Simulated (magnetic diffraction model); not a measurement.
# Solving a magnetic structure from powder neutron data: CsHoTiO4

Space group P4/nmm (no. 129, origin choice 1), a = 4.1360 Å, c = 14.4210 Å.

| site | atom | x | y | z |
| --- | --- | --- | --- | --- |
| 2c | Ho | 1/2 | 0 | 0.8880 |
| 2c | Cs | 1/2 | 0 | 0.5817 |
| 2c | Ti | 1/2 | 0 | 0.2699 |
| 2c | O | 1/2 | 0 | 0.4067 |
| 2c | O | 1/2 | 0 | 0.0635 |
| 4f | O | 0 | 0 | 0.2330 |

This is a made-up structure (elements placed in a structure type, unrelaxed), so the numbers test the method and describe no known phase.

Only Ho is taken to order (form factors of Ho3+); orders and moment sizes are assumed, and not adapted to the symmetry. Radiation: neutrons of λ = 1.909 Å, 3° to 75°; isotropic B of 0.4 Å² (Ho), 0.35 Å² (Cs), 0.56 Å² (Ti) and 0.5 Å² (O). Simulated constant-wavelength pattern: nuclear and magnetic terms add, the magnetic one as |2.695 fm × Σ f S⊥ exp(2πi Q·r) exp(−B s²)|², summed over all Q at one angle with the factor 1/(sin²θ cos θ). For collinear order S is the moment m, which repeats by lattice and centring translations R with the sign exp(−2πi k·R). Free-ion form factors, Sears's scattering lengths of 1992, no absorption; a label names one of the reflections at its angle. The strongest nuclear line in the range is 100, and lines under 0.2 are left out.

Above the ordering temperature:

```
2θ (°)    index      I
  7.59  (0 0 1)   13.8
 15.21  (0 0 2)    1.6
 22.91  (0 0 3)    4.4
 27.78  (1 0 1)   11.3
 30.70  (0 0 4)    3.2
 30.86  (1 0 2)    3.6
 35.45  (1 0 3)    0.8
 38.10  (1 1 0)    9.3
 38.65  (0 0 5)    3.1
 38.90  (1 1 1)    0.2
 41.12  (1 0 4)    0.8
 41.24  (1 1 2)  100.0
 44.92  (1 1 3)    0.2
 46.80  (0 0 6)   20.8
 47.59  (1 0 5)    1.7
 49.70  (1 1 4)   88.4
 54.69  (1 0 6)   24.1
 54.98  (2 0 0)   52.8
 55.20  (0 0 7)    0.9
 55.40  (1 1 5)    1.2
 55.59  (2 0 1)    1.2
 57.39  (2 0 2)    0.5
```
(The table stops after 22 lines; 12 more lie at higher angle.)

Below it (cell unchanged):

| 2θ (°) | I |
| --- | --- |
| 7.59 | 13.8 |
| 15.21 | 1.6 |
| 18.78 | 62.2 |
| 20.29 | 90.9 |
| 22.91 | 4.4 |
| 24.26 | 43.7 |
| 27.78 | 11.3 |
| 29.79 | 18.8 |
| 30.70 | 3.2 |
| 30.86 | 3.6 |
| 35.45 | 0.8 |
| 36.24 | 8.3 |
| 38.10 | 9.3 |
| 38.65 | 3.1 |
| 38.90 | 0.2 |
| 41.12 | 0.8 |
| 41.24 | 100.0 |
| 42.80 | 20.5 |
| 43.31 | 3.9 |
| 43.54 | 38.1 |
| 44.92 | 0.2 |
| 45.68 | 31.0 |
| 46.80 | 20.8 |
| 47.59 | 1.7 |
| 49.09 | 22.8 |
| 49.70 | 88.4 |
| 50.85 | 2.0 |
| 53.59 | 15.6 |
| 54.69 | 24.1 |
| 54.98 | 52.8 |
| 55.20 | 0.9 |
| 55.40 | 1.2 |
| 55.59 | 1.2 |
| 57.39 | 0.5 |
| 58.62 | 4.8 |
| 58.84 | 1.1 |
(The table stops after 36 lines; 24 more lie at higher angle.)

**Question.** Find the propagation vector, then choose among these models:
A. collinear moments along [001], 7.1 μB on Ho; signs + at (1/2, 0, 0.8880), + at (0, 1/2, 0.1120)
B. collinear moments along [100], 7.1 μB on Ho; signs + at (1/2, 0, 0.8880), + at (0, 1/2, 0.1120)
C. collinear moments along [100], 7.1 μB on Ho; signs + at (1/2, 0, 0.8880), − at (0, 1/2, 0.1120)
D. collinear moments along [001], 7.1 μB on Ho; signs + at (1/2, 0, 0.8880), − at (0, 1/2, 0.1120)

The new lines index as (1/2 -1/2 0) at 18.78°, (1/2 1/2 1) at 20.29°, (1/2 1/2 2) at 24.26° and (1/2 1/2 3) at 29.79°, that is as H ± k with k = (1/2 1/2 0). Half indices mean that the moments reverse under translations with k·R a half-integer, and the magnetic cell has twice the primitive volume.

Magnetic intensity, observed (below minus above) and for each model:

| 2θ (°) | index | observed | A | B | C | D |
| --- | --- | --- | --- | --- | --- | --- |
| 18.78 | (1/2 -1/2 0) | 62.2 | 62.2 | 31.1 | 31.1 | 62.2 |
| 20.29 | (1/2 1/2 1) | 90.9 | 90.9 | 60.4 | 60.4 | 90.9 |
| 29.79 | (1/2 1/2 3) | 18.8 | 18.8 | 37.1 | 37.1 | 18.8 |
| 36.24 | (1/2 1/2 4) | 8.3 | 8.3 | 25.9 | 25.9 | 8.3 |
| 43.31 | (1/2 1/2 5) | 3.9 | 3.9 | 18.0 | 18.0 | 3.9 |
| 43.54 | (3/2 1/2 1) | 38.1 | 38.1 | 20.3 | 20.3 | 38.1 |
| 45.68 | (3/2 1/2 2) | 31.0 | 31.0 | 19.6 | 19.6 | 31.0 |
| 50.85 | (1/2 1/2 6) | 2.0 | 2.0 | 12.6 | 12.6 | 2.0 |

Models A and D match alike on every line, so these data can't choose among them (such ties are often domains of one structure).

The structure used: k = (1/2 1/2 0), collinear moments along [001], 7.1 μB on Ho; signs + at (1/2, 0, 0.8880), − at (0, 1/2, 0.1120).

[Logs are printed without paths, hosts, clocks, repeated set-up lines and the standing remarks that a program may print on its own settings, such as how far it seeks lower states.]
